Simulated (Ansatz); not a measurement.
**W2CCl2 MXene monolayer in a perpendicular field**

What dipole does a perpendicular field induce in the W2CCl2 MXene monolayer? A positive field points along +c.

Method: plane-wave DFT, PBE-D3(BJ), Ansatz PAW (set soft_1); PAW set soft_1, in Ansatz 0.2.0.

This is a report of a sequence of runs, with most program output left out.

### Step 1. Set-up

The cell holds 5 atoms: 2 Cl, 2 W and 1 C. Its edges and angles: a = 3.125 Å, b = 3.125 Å, c = 42.763 Å, α = 90.0°, β = 90.0°, γ = 120.0°. Vacuum lies along c.

### Step 2. Relaxation

The starting cell is a guess, so the in-plane lattice and the atoms are relaxed first, with the slab cut off from its images along the normal.

input.yaml reads:

```yaml
crystal:
  lattice:
    - [3.125408, 0.0, 0.0]
    - [-1.562704, 2.7066827252, 0.0]
    - [0.0, 0.0, 42.7631248253]
  atoms:
    - { symbol: Cl, position: [0.3333333333, 0.6666666667, 0.4314464875] }
    - { symbol: W, position: [0.6666666667, 0.3333333333, 0.4711620062] }
    - { symbol: C, position: [0.0, 0.0, 0.5] }
    - { symbol: W, position: [0.3333333333, 0.6666666667, 0.5288379938] }
    - { symbol: Cl, position: [0.6666666667, 0.3333333333, 0.5685535125] }
  periodic: [true, true, false]
kpoints:
  mp_grid: { grid: [12, 12, 1] }
hamiltonian:
  xc: pbe
  dispersion: d3bj
  pseudopotentials: { kind: paw, azcp: { folder: soft_1 } }
scf:
  occupations: { method: fermi_dirac, width: 0.05 }
  convergence: { dr2_threshold: 1.0e-09 }
relax:
  f_tol: 0.004
  max_steps: 90
  cell: {}
output:
  write_potential: true
  write_density: true
  volumetric_format: npy
```

Run with:

```console
> ansatz run input.yaml --threads 2 --pin off --max-ram 3072MiB --backend cpu --events-out ev --progress --plain --runs-dir out
```

Wall time 94 s (2 threads of Arm Neoverse V2, shared host); peak memory 0.72 GiB.

Relaxation path:

```tsv
step	energy less that of the first step (eV)	largest force component (eV/Å)	volume (Å³)
1	0.0000	1.9058	361.75
2	-0.3907	0.4539	342.98
3	-0.4072	0.2442	343.59
4	-0.5993	0.9861	354.52
5	-0.4326	4.2300	375.73
6	-0.8775	0.4462	371.75
7	-1.0293	0.3771	386.30
8	-1.2065	0.2035	406.79
9	-1.1414	1.0766	428.88
10	-1.2277	0.1637	415.87
11	-1.2286	0.0431	416.75
12	-1.2288	0.0005	416.43
13*	-1.2394	0.0015	416.43
14	-1.2394	0.0007	416.84
15*	-1.2394	0.0007	416.84
```

Relaxation steps marked * repeat the geometry before them on a plane-wave basis chosen anew for their cell, so energy and pressure can jump there. Relaxation steps 5, 9 were tried and not accepted.

The run keeps the 12 symmetry operations that it works with, so distortions that break them were not tested.

```tsv
cell as run	before	after	change
a (Å)	3.125	3.355	+7.3 %
b (Å)	3.125	3.355	+7.3 %
```

The atoms that moved most (Å, along periodic axes as changes of fractional coordinates times the final cell, across vacuum about the mean position):

```tsv
atom	dx	dy	dz	length
W2	0.000	0.000	0.313	0.313
W4	0.000	0.000	-0.313	0.313
Cl5	0.000	0.000	-0.206	0.206
Cl1	0.000	0.000	0.206	0.206
```

Final coordinates:

```xyz
5
Lattice="3.3550 0.0000 0.0000 -1.6775 2.9055 0.0000 0.0000 0.0000 42.7631" Properties=species:S:1:pos:R:3
Cl    0.0000    1.9370   18.6558
W     1.6775    0.9685   20.4618
C     0.0000    0.0000   21.3816
W     0.0000    1.9370   22.3014
Cl    1.6775    0.9685   24.1073
```

This step gave:

```yaml
energy_at_zero_smearing: -23184.1544 eV
```

The lattice constant a goes from 3.125 to 3.355 Å.

### Step 3. Atoms held, field 0

A sawtooth potential applies the field, turning back in the middle of the vacuum. With the dipole correction the typed value is the field outside the slab. The induced dipole is small, so the SCF threshold is tight.

The cell differs from the one that the last finished run ended in (c 42.763 → 23.452 Å).

input.yaml reads:

```yaml
crystal:
  lattice:
    - [3.354955562, 0.0, 0.0]
    - [-1.677477781, 2.9054767452, 0.0]
    - [0.0, 0.0, 23.4515117465]
  atoms:
    - { symbol: Cl, position: [0.3333333333, 0.6666666667, 0.3837705687] }
    - { symbol: W, position: [0.6666666667, 0.3333333333, 0.4607789195] }
    - { symbol: C, position: [0.0, 0.0, 0.5] }
    - { symbol: W, position: [0.3333333333, 0.6666666667, 0.5392210805] }
    - { symbol: Cl, position: [0.6666666667, 0.3333333333, 0.6162294313] }
kpoints:
  mp_grid: { grid: [18, 18, 1] }
  band_path:
    path: [[0, 0, 0], [0.5, 0, 0], [0.33333333, 0.33333333, 0], [0, 0, 0]]
    npoints: 16
hamiltonian:
  xc: pbe
  dispersion: d3bj
  pseudopotentials: { kind: paw, azcp: { folder: soft_1 } }
scf:
  occupations: { method: fermi_dirac, width: 0.02585 }
  convergence: { dr2_threshold: 1.0e-10 }
efield:
  axis: 3
  dipole_correction: true
  ramp_position: 0.97
  ramp_width: 0.06
  amplitude: 0
output:
  dos: { projected: true, e_range: [-6, 5] }
  write_potential: true
  write_density: true
  volumetric_format: npy
  elf: true
```

Run time: 23 s. Hardware: 2 threads; peak memory 0.56 GiB.

This step gave:

- energy at zero smearing: -23184.1577 eV
- work function, upper face: 3.961 eV
- dipole along the normal: 1.68e-6 e·Å

Running mean over a fixed 2.8 Å (it still follows the layers) of the planar mean; the ramp of the sawtooth is left out. Table of electron's electrostatic potential energy less the Fermi level by z:

z (Å), electron's electrostatic potential energy less the Fermi level (eV) and a bar from the least value:
```
      3.0        4.0 ##############################
      3.5        4.0 ##############################
      4.0        4.0 ##############################
      4.5        4.0 ##############################
      5.0        4.0 ##############################
      5.5        4.0 ##############################
      6.0        3.9 ##############################
      6.5        3.8 ##############################
      7.0        3.3 #############################
      7.5        1.6 ##########################
      8.0       -0.5 ######################
      8.5       -2.1 ####################
      9.0       -4.3 ################
      9.5       -7.3 ###########
     10.0       -9.6 #######
     10.5      -10.9 #####
     11.0      -12.2 ###
     11.5      -13.9 
     12.0      -13.8 
     12.5      -12.1 ###
     13.0      -10.8 #####
     13.5       -9.5 #######
     14.0       -7.0 ############
     14.5       -4.0 #################
     15.0       -2.0 ####################
     15.5       -0.3 #######################
     16.0        1.8 ##########################
     16.5        3.4 #############################
     17.0        3.9 ##############################
     17.5        3.9 ##############################
     18.0        4.0 ##############################
     18.5        4.0 ##############################
     19.0        4.0 ##############################
     19.5        4.0 ##############################
     20.0        4.0 ##############################
     20.5        4.0 ##############################
```

The density of states has structure finer than the step of the table below, so its rows give means over 0.2 eV, whole bins alone (the curve runs from -6 to 1.22 eV). Peaks (eV: height): -5.89: 8.37, -5.67: 6.85, -5.12: 10.3, -4.87: 13.6, -4.51: 14.2, 0.70: 10.5, 0.84: 6.83.

The density of states by energy, zero at the Fermi level; means over each step:

```tsv
energy (eV)	density of states (states/eV a cell)
-5.8	3.12
-5.6	5.41
-5.4	5.07
-5.2	6.98
-5.0	5.28
-4.8	6.66
-4.6	6.47
-4.4	3.49
-4.2	1.25
-4.0	1.39
-3.8	1.42
-3.6	1.53
-3.4	2.65
-3.2	1.94
-3.0	0.959
-2.8	0.982
-2.6	1.11
-2.4	1.53
-2.2	1.46
-2.0	1.43
-1.8	1.07
-1.6	0.962
-1.4	0.900
-1.2	0.827
-1.0	0.800
-0.8	0.674
-0.6	1.90
-0.4	3.08
-0.2	2.98
0.0	1.60
0.2	1.89
0.4	1.74
0.6	4.62
0.8	5.86
1.0	3.37
```

Projected DOS per atom over height of the atomic layer and energy from the Fermi level. Layers: Cl W C W Cl from below.

Values in states/eV, 22 rows by 5 columns, each cell a mean:
```
0.13 1.47 0.04 1.47 0.13
0.31 2.50 0.06 2.50 0.31
0.12 0.74 0.09 0.74 0.12
0.13 0.74 0.13 0.74 0.13
0.14 1.32 0.16 1.32 0.14
0.11 0.72 0.10 0.72 0.11
0.03 0.28 0.04 0.28 0.03
0.05 0.36 0.04 0.36 0.05
0.07 0.39 0.03 0.39 0.07
0.11 0.51 0.03 0.51 0.11
0.15 0.60 0.02 0.60 0.15
0.09 0.44 0.02 0.44 0.09
0.10 0.36 0.04 0.36 0.10
0.28 0.73 0.12 0.73 0.28
0.23 0.57 0.10 0.57 0.23
0.24 0.42 0.08 0.42 0.24
0.29 0.30 0.06 0.30 0.29
1.24 0.69 1.50 0.69 1.24
1.70 0.80 0.90 0.80 1.70
2.28 0.63 0.82 0.63 2.28
1.64 0.52 0.74 0.52 1.64
1.25 0.46 0.60 0.46 1.25
```
Columns: height of the atomic layer (Å) from 9 to 14.5 (not evenly spaced); rows upwards: energy from the Fermi level (eV) from -5.96 to 1.15.

Electronic bands along the path, in eV, zero at the Fermi level:

```tsv
point	band 20	band 21	band 22	band 23	band 24	band 25	band 26	band 27
Γ	-3.69	-3.39	-3.39	-0.14	0.42	0.68	0.68	1.54
halfway	-4.39	-3.81	-2.18	-0.74	0.21	0.77	1.70	2.18
M	-4.47	-4.34	-0.85	0.00	0.34	0.73	1.93	2.10
halfway	-4.44	-3.34	-1.43	-0.81	0.92	1.03	1.88	2.34
K	-4.51	-2.10	-1.97	-1.97	1.21	1.21	1.57	3.05
halfway	-4.84	-3.31	-2.55	-0.13	0.12	0.65	1.86	2.13
Γ	-3.69	-3.39	-3.39	-0.14	0.42	0.68	0.68	1.54
```

ELF in the ca plane at fractional y = 0.333, with atoms of W and Cl within 0.2 Å of it. It is the smooth field of the valence electrons, not physical close to the nuclei.

Ten even steps from '0' (0.00) to '9' (0.89), each cell a mean:
```
00000000000001344312453343213799987410000000
00000000000000011125766433215888998620000000
00000000000000000137526633226863799631000000
00000000000000001136647533226875899631000000
00000000000001223213665333214899998520000000
00000000000013566531233443212578874200000000
00000000000135788752124543321123210000000000
00000000000136888852135543331111000000000000
00000000000024788741123543211356542100000000
```
Columns run along c (16.0 Å, from fractional 0.14 to 0.82 of the cell), rows up along a (3.4 Å). Atoms in or near the plane, at fractional coordinates: W at (0.46, 0.67), Cl at (0.62, 0.67).

Valence density in the ca plane at fractional y = 0.333, with atoms of W and Cl within 0.2 Å of it. It is the smooth field of the valence electrons, not physical close to the nuclei.

Ten steps, logarithmic in the rise over the least value, from '0' (0.0 e/Å³) to '9' (5.6 e/Å³), each cell a mean:
```
00000000000000000123334577554433456643100000
00000000000000000012235899854333577764200000
00000000000000000001236999964333676675200000
00000000000000000011236999864333577775200000
00000000000000000112334788654333467653100000
00000000000000000133433455554443345432100000
00000000000000001234443334455554322211000000
00000000000000001245543334455554322110000000
00000000000000001234443344455543333321000000
```
Columns run along c (16.0 Å, from fractional 0.08 to 0.76 of the cell), rows up along a (3.4 Å). Atoms in or near the plane, at fractional coordinates: W at (0.46, 0.67), Cl at (0.62, 0.67).

Electrostatic potential energy in the ca plane at fractional y = 0.333, with atoms of W and Cl within 0.2 Å of it. With pseudopotentials it is smooth inside the atoms' cores, unlike the true potential.

Values in eV, 5 rows by 16 columns, each cell a mean:
```
  6   6   6   6   6   6   5   2 -21 -24  -1  -1 -21  -4   6   6
  6   6   6   6   6   6   6   1 -34 -37  -1  -3 -39 -16   6   6
  6   6   6   6   6   6   5   2 -22 -25  -1  -1 -22  -4   6   6
  6   6   6   6   6   6   3   0  -1  -2  -8  -5   2   5   6   6
  6   6   6   6   6   6   3   0   0  -2  -8  -5   3   5   6   6
```
Columns run along c (16.0 Å, from fractional 0.08 to 0.76 of the cell; values clipped at the 3rd and 97th percentile), rows up along a (3.4 Å). Atoms in or near the plane, at fractional coordinates: W at (0.46, 0.67), Cl at (0.62, 0.67).

The work function of the upper face is 3.96 eV.

### Step 4. Atoms held, field 0.1 V/Å

Edit input.yaml of step 3 so:

```diff
@@ -26,7 +26,6 @@
   dipole_correction: true
-  ramp_position: 0.97
-  ramp_width: 0.06
-  amplitude: 0
+  ramp_position: 0.9454
+  ramp_width: 0.1092
+  amplitude: 0.1
 output:
-  dos: { projected: true, e_range: [-6, 5] }
   write_potential: true
@@ -34,2 +33 @@
   volumetric_format: npy
-  elf: true
```

The job ended after 17 s (2 threads; peak memory 0.54 GiB; 33 s of CPU time).

The dipole is 0.0376 e·Å.

### Step 5. Single point, field -0.1 V/Å

Edit input.yaml of step 4 so:

```diff
@@ -28,3 +28,3 @@
   ramp_width: 0.1092
-  amplitude: 0.1
+  amplitude: -0.1
 output:
```

It took 17 s on 2 threads; peak memory 0.54 GiB.

The dipole is -0.0376 e·Å.

### Step 6. Response, atoms held

This step: plane-wave DFT, PBE-D3(BJ), Ansatz PAW (set soft_1); response to a field along the normal, atoms held; PAW set soft_1 (Ansatz 0.2.0).

The dipoles give the slope, and the difference of two potentials shows where the field is screened.

This step gave:

```
equivalent conductor thickness p/(ε₀AE) : 6.978 Å
distance between the outer atoms        : 5.452 Å
```

Table of dipole of the cell by applied field:

```tsv
applied field (V/Å)	dipole of the cell (e·Å)
-0.1000	-0.0376
0.0000	1.7e-6
0.1000	0.0376
```

Local field over the applied field, running mean. From the potentials at -0.1 and 0.1 V/Å; running mean over 2.5 Å. The local field over applied field by z:

```tsv
z (Å)	local field over applied field
4.5	0.999
5.0	0.998
5.5	0.994
6.0	0.981
6.5	0.945
7.0	0.860
7.5	0.717
8.0	0.544
8.5	0.371
9.0	0.229
9.5	0.132
10.0	0.0826
10.5	0.0565
11.0	0.0402
11.5	0.0263
12.0	0.0272
12.5	0.0416
13.0	0.0586
13.5	0.0859
14.0	0.139
14.5	0.241
15.0	0.387
15.5	0.562
16.0	0.733
16.5	0.871
17.0	0.950
17.5	0.982
18.0	0.994
18.5	0.998
19.0	0.999
```

Electrons, planar mean, per unit field. The induced electron density by z:

```tsv
z (Å)	induced electron density (e/Å³ per V/Å)
4.5	2.7e-6
5.0	8.5e-6
5.5	2.7e-5
6.0	8.3e-5
6.5	2.5e-4
7.0	7.3e-4
7.5	0.00188
8.0	0.00353
8.5	0.00271
9.0	0.00107
9.5	-1.6e-4
10.0	-4.2e-4
10.5	6.7e-4
11.0	4.8e-4
11.5	5.7e-4
12.0	-6.4e-4
12.5	-5.4e-4
13.0	-6.1e-4
13.5	5.4e-4
14.0	8.6e-6
14.5	-0.00117
15.0	-0.00293
15.5	-0.00341
16.0	-0.00173
16.5	-6.6e-4
17.0	-2.3e-4
17.5	-7.5e-5
18.0	-2.4e-5
18.5	-7.6e-6
19.0	-2.4e-6
```

By hand: between -0.1 and 0.1 V/Å the dipole changes by 0.07518 e·Å, a slope of 0.3759 e·Å²/V. A perfect conductor of thickness t has p = ε₀AEt, so t = 180.95 × 0.3759 / 9.748 = 6.98 Å (e/ε₀ = 180.95 V·Å, A in Å²).

The induced dipole is that of a conductor 6.98 Å thick.

### Step 7. Summary of results

* gap without field: none
* work function, upper face: 3.96 eV
* equivalent conductor thickness, atoms held: 6.98 Å

What this shows: The induced dipole equals that of a perfect conductor 6.98 Å thick, while the outer atoms lie 5.45 Å apart. There is no gap over 0.03 eV, with or without the field. The main runs have no spin polarisation; a magnetic state could lie lower and would change these results. Spin-orbit coupling is left out, which matters for the bands of elements this heavy. The MXene's terminations sit over the metal atoms of its far layer; the site over carbon or nitrogen, which some compounds prefer, was not run.

[Logs are printed without paths, hosts, clocks, repeated set-up lines and the standing remarks that a program may print on its own settings, such as how far it seeks lower states.]

[Hosts, paths, dates, database ids (printed as entryN), source tags and the programs' standing remarks are cut or masked in the printed files.]

[Maps of the electrostatic potential energy from Ansatz leave out the sawtooth potential of an applied field or a dipole correction, so their vacuum need not be flat; planar profiles and work functions include it.]

[The density of states shown here was stored with 400 of the rows of the run's finer table, so its peaks can read low, often by over a quarter, or be missed, and its means over a window can be off by a tenth or more.]
